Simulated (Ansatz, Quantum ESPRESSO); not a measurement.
# Equation of state of cubic perovskite BaTiO3

How stiff is cubic perovskite BaTiO3 under hydrostatic load? Each row relaxes cell and atoms at a set pressure. The symmetry of the cell is held, so distortions that would lower it, which this phase may prefer, aren't tested. The phase is followed to these pressures whether or not it stays the stable one.

Calculated with Ansatz 0.2.0, PBEsol, PAW files of the set soft_1, cutoff 600 eV, Fermi–Dirac smearing 0.02 eV, k-mesh 7×7×7, no spin polarisation, no spin-orbit coupling.

Reference cell, relaxed at zero pressure with PBEsol (Pm-3m): a = 3.9700 Å, b = 3.9700 Å, c = 3.9700 Å, α = 90.00°, β = 90.00°, γ = 90.00°.

```csv
atom,x,y,z
Ba,0.0000,0.0000,0.0000
Ti,0.5000,0.5000,0.5000
O,0.5000,0.5000,0.0000
O,0.5000,0.0000,0.5000
O,0.0000,0.5000,0.5000
```

| V (Å³/atom) | V/V0 | P (GPa) | E − E0 (meV/atom) |
| --- | --- | --- | --- |
| 12.8092 | 1.0236 | −3.995 | 3.8 |
| 11.9082 | 0.9516 | 9.995 | 18.0 |
| 11.6575 | 0.9315 | 14.985 | 37.5 |
| 11.4308 | 0.9134 | 19.996 | 62.2 |
| 11.0372 | 0.8820 | 30.000 | 123.3 |

V0 = 12.5142 Å³ an atom, where the residual pressure P0 is −0.011 GPa. **Question.** Fit the Birch–Murnaghan law and give the pressure and the energy at V = 12.1907 Å³ an atom, a row left out above.

With the Eulerian strain f = ½[(V0/V)^(2/3) − 1] and F = (P − P0)/[3f(1 + 2f)^(5/2)], the third-order law is the line F = B0 + (3/2) B0 (B′ − 4) f.

```csv
f,F (GPa)
0.04367,185.82
0.03111,184.32
0.02421,183.49
0.01682,182.53
−0.00771,179.14
```

A straight line through the 5 rows: the means are 0.02162 for f and 183.06 for F, Σ(Δx)² = 0.001466 and ΣΔxΔy = 0.1914, so the slope is 0.1914/0.001466 = 130.57 and the intercept 183.06 − (130.57)(0.02162) = 180.24.

Hence B0 = 180.2 GPa and B′ = 4 + (130.6)/(1.5 × 180.2) = 4.48. For the withheld volume f = 0.00881, F = 181.39 GPa and P = 5.00 GPa. The run itself gives 5.00 GPa, so the estimate misses by 0.00 GPa, a rounding's worth.

Integrating the same law gives E − E0 = (9/2) B0 V0 f²[1 + (B′ − 4) f] + P0(V0 − V), with 1 GPa Å³ = 6.2415 meV: 4.9 meV an atom. The run itself gives 4.9 meV, so the estimate misses by 0.0 meV, a rounding's worth.

The same fit over all rows at other levels or in other programs gives B0 = 181 GPa with PBEsol (Quantum ESPRESSO, GBRV).

[Logs are printed without paths, hosts, clocks, repeated set-up lines and the standing remarks that a program may print on its own settings, such as how far it seeks lower states.]
